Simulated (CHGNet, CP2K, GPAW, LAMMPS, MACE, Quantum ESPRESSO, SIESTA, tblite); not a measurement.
# Forces in glassy 67P2O5-33MgO (mol %) (80 atoms), program by program

Aim: forces, pressure and gap of glassy 67P2O5-33MgO (mol %) (80 atoms) at one geometry, from other programs and methods, against plane-wave PBE.

Results are calculated, not measured.

## Step 1: The structure

The cell holds 80 atoms (20 P, 5 Mg and 55 O), with edges of 10.51, 10.51 and 10.51 Å. Recipe: 80 atoms (20 P, 5 Mg, 55 O) placed at random at 2.32 g/cm³, melted at 4000 K for 10 ps at fixed volume with the Morse and Coulomb pair potential with partial charges (Pedone, Malavasi, Menziani, Cormack and Segre, J. Phys. Chem. B 110, 11780 (2006)). Quenched from 4000 K to 300 K at 25 K/ps and fixed volume, held 5 ps. The density is 2.32 g/cm³.

## Step 2: The reference input

Quantum ESPRESSO 7.5: Kohn-Sham DFT, PBE, SSSP efficiency 1.3.0 pseudopotentials, plane waves. Its input, pw.in:

```
&control
  calculation = 'scf'
  pseudo_dir = './pseudo'
  outdir = './tmp'
  disk_io = 'none'
  tprnfor = .true.
  tstress = .true.
/
&system
  ibrav = 0
  nat = 80
  ntyp = 3
  ecutwfc = 60
  ecutrho = 480
  nosym = .true.
  occupations = 'smearing'
  smearing = 'fd'
  degauss = 0.003675
/
&electrons
  conv_thr = 4.0e-07
  electron_maxstep = 100
  mixing_beta = 0.4
  mixing_mode = 'plain'
  diagonalization = 'david'
/
ATOMIC_SPECIES
P 30.974 P.upf
Mg 24.305 Mg.upf
O 15.999 O.upf
CELL_PARAMETERS angstrom
10.51380 0.00000 0.00000
0.00000 10.51380 0.00000
0.00000 0.00000 10.51380
ATOMIC_POSITIONS crystal
P 0.07919 0.07535 0.56718
P 0.57606 0.45722 0.08684
P 0.52913 0.34933 0.58552
P 0.04384 0.54973 0.69074
[... 74 atom lines left out ...]
O 0.87668 0.18071 0.09513
O 0.91938 0.49392 0.25760
K_POINTS gamma
```

```console
$ OMP_NUM_THREADS=1 mpirun -np 2 pw.x -in pw.in > output.txt
```

It took 4.8 min on 2 MPI ranks of Arm Neoverse V1, shared host; peak memory 3.5 GiB; 9.6 min of CPU time.

It converged with an r.m.s. force component of 1.5 eV/Å and a pressure of 2.3 GPa.

Its highest filled and lowest empty levels lie 1.15 eV apart on its k-points.

## Step 3: What was run beside it

- CHGNet: machine-learned potential, published weights.
- CP2K 2026.2: Gaussian basis with GTH pseudopotentials and a plane-wave density; labels give functional, basis (MOLOPT sets; SR short-range, UZH the newer set with its own potentials), grid cutoff/relative cutoff and solver (OT: orbital transformation; TRS4, TC2, SIGN: linear-scaling purification with its sparsity filter), or its built-in tight binding.
- GPAW 26.7.0: PAW with atomic orbitals (LCAO), plane waves or a real-space grid of spacing h.
- MACE: machine-learned potential, published weights.
- Quantum ESPRESSO 7.5: plane waves; labels (QE) give functional, pseudopotential set and cutoffs of waves/density.
- SIESTA 5.4.2: numerical atomic orbitals, whose automatically made sets are far from complete, with PseudoDojo norm-conserving potentials that we converted to its format (checked against plane waves on the same files for H, C, O, Si, Ge and Ca alone); labels give functional, basis size, energy shift and mesh cutoff.
- tblite 0.8.0: extended tight binding, driven from Python.

All use the same cell and atoms, and the electronic-structure runs the same k-mesh.

## Step 4: Side by side

Differences are against the reference: forces as r.m.s. over components, share as that over the reference's r.m.s. force, slope as the fitted ratio of a run's forces to the reference's.

```
                                                                       run  Δ force, r.m.s. (meV/Å)  share (%)  slope  Δ pressure (GPa)  Δ gap (eV)  cores  CPU time  memory (GiB)
                                                                 reference                        -          -      -                 -           -      2   9.6 min           3.5
                                                    CHGNet 0.3.0 potential                      386       26.1  0.905            -0.771           -      1     4.4 s          0.98
CP2K PBE, DZVP-MOLOPT-SR, 1200/50 Ry, TC2 filter 1e-04, SCF 1e-05 (coarse)                      411       27.8  1.138              1.30           -      1   3.6 min           3.8
         CP2K PBE, DZVP-MOLOPT-SR, 1200/50 Ry, TC2 filter 1e-05, SCF 1e-06                      272       18.4  1.085             0.889           -      1   5.2 min           3.8
                     CP2K PBE, DZVP-MOLOPT-SR, 1200/50 Ry, diagonalisation                      237       16.0  1.067             0.767      -0.547      1   5.6 min           8.7
                     CP2K PBE, DZVP-MOLOPT-SR, 420/50 Ry, OT DIIS (coarse)                      454       30.7  1.070             0.695      -0.571      2   5.7 min           1.1
                                              GPAW PBE, LCAO dzp, h 0.18 Å                      492       33.3  1.102                 -      -0.422      1   1.8 min           1.4
                                     GPAW PBE, LCAO dzp, h 0.28 Å (coarse)                     2135        144  1.050                 -      -0.370      1      49 s          0.47
                                 GPAW PBE, LCAO sz(dzp), h 0.18 Å (coarse)                     3207        217  1.051                 -      -0.948      1      74 s           1.1
                                               MACE MP-0b2 small potential                      347       23.5  0.865             -1.27           -      1     8.5 s          0.66
                                               MACE MPA-0 medium potential                      249       16.8  0.921            -0.970           -      1     9.3 s             1
                         QE PBE, sssp-1.3.0-efficiency, 30/240 Ry (coarse)                     53.1       3.59  0.994             -33.7     -0.0666      2   4.1 min           1.2
                               SIESTA PBE, DZP, shift 0.01 Ry, mesh 500 Ry                      285       19.3  1.104              1.63      -0.507      2   3.7 min           1.6
              SIESTA RPBE, PBE potentials, DZP, shift 0.01 Ry, mesh 500 Ry                      286       19.4  1.111              3.28      -0.483      2   3.7 min           1.6
                                                           tblite GFN1-xTB                      492       33.3  0.993             0.393           -      1     4.7 s          0.12
```

Rows marked coarse were listed beforehand as settings not expected to be converged; some can still land near the reference.

Times of the machine-learned potentials are mostly Python's start and the loading of weights.

Runs without a result: CP2K PBE, DZVP-MOLOPT-SR, 1200/50 Ry, TC2 filter 1e-03, SCF 1e-04 (ended with an error or stopped unconverged).

CPU time is summed over cores on shared hosts, so it is rough.

## Step 5: Findings

Forces lie from 3.6 % (QE PBE, sssp-1.3.0-efficiency, 30/240 Ry, coarse) to 217 % (GPAW PBE, LCAO sz(dzp), h 0.18 Å, coarse) of the reference's r.m.s. force of 1.5 eV/Å away from it. The PBE runs in local orbitals, coarse settings apart, differ by 16 % (CP2K PBE, DZVP-MOLOPT-SR, 1200/50 Ry, diagonalisation) to 33 % (GPAW PBE, LCAO dzp, h 0.18 Å); basis, grid and potentials can all enter. Tight binding differs by 33 % (tblite GFN1-xTB); it is another model, with fitted parameters of its own, and the xTB methods hold dispersion. Machine-learned potentials differ by 17 % (MACE MPA-0 medium potential) to 26 % (CHGNet 0.3.0 potential); they were trained on other programs' data.

Rows with another functional or a dispersion term differ by 19 % (SIESTA RPBE, PBE potentials, DZP, shift 0.01 Ry, mesh 500 Ry), which mixes the change of model with differences of basis and potentials, some of them made for another functional. Runs with settings chosen to be coarse differ by 3.6 % (QE PBE, sssp-1.3.0-efficiency, 30/240 Ry) to 217 % (GPAW PBE, LCAO sz(dzp), h 0.18 Å), their programs' other errors included. CP2K PBE, DZVP-MOLOPT-SR, 1200/50 Ry, TC2 filter 1e-04, SCF 1e-05 stiffens the forces by a factor of 1.14 while following their directions (correlation 0.978); the slopes of the 4 CP2K runs lie between 1.07 and 1.14. From CP2K PBE, DZVP-MOLOPT-SR, 420/50 Ry, OT DIIS to the finer CP2K PBE, DZVP-MOLOPT-SR, 1200/50 Ry, diagonalisation the share falls from 31 to 16 %. From GPAW PBE, LCAO dzp, h 0.28 Å to the finer GPAW PBE, LCAO dzp, h 0.18 Å the share falls from 144 to 33 %. Pressures at PBE, coarse settings apart, lie +0.77 to +1.63 GPa from the reference's. Gaps at PBE, coarse settings apart, lie -0.55 to -0.42 eV from the reference's. A pressure off by over 25 GPa (QE PBE, sssp-1.3.0-efficiency, 30/240 Ry) is no usable stress for this cell.

**Limits.** Periodic xTB results under one method name differ between programs and library versions. The potentials hold different valence shells: 440 electrons in the reference, 480 in CP2K with DZVP-MOLOPT-SR, 480 in GPAW and 480 in SIESTA; this bears on time and differences. The reference's pressure holds the uncorrected Pulay stress of its 60 Ry basis, so small pressure differences may be the reference's own error. In our tests on small cells the SSSP efficiency potentials stood apart from two norm-conserving sets, for C–F bonds most and for P–O bonds less, so differences from this reference needn't be the other run's error. Machine-learned potentials mimic data converged in k, so the reference's own k-point error enters their differences. The quench rate of 25 K/ps is many orders above laboratory rates, so the cell is likely richer in defects and strain than a real sample. The network of bonds at the start is that of the classical potential that made the cell, and needn't be the one that DFT or experiment would give. The electronic-structure runs sample only Γ, in a cell whose shortest periodic width is 11 Å. Where levels are smeared, the DFT runs use Fermi–Dirac occupations at 580 K (0.05 eV), and energies are free energies. The reference's cutoffs and mesh weren't converged further here.

[Logs are printed without paths, hosts, clocks, repeated set-up lines and the standing remarks that a program may print on its own settings, such as how far it seeks lower states.]

[Hosts, paths, dates, database ids (printed as entryN), source tags and the programs' standing remarks are cut or masked in the printed files.]

[Cells were taken only where this reference lay near another plane-wave run.]
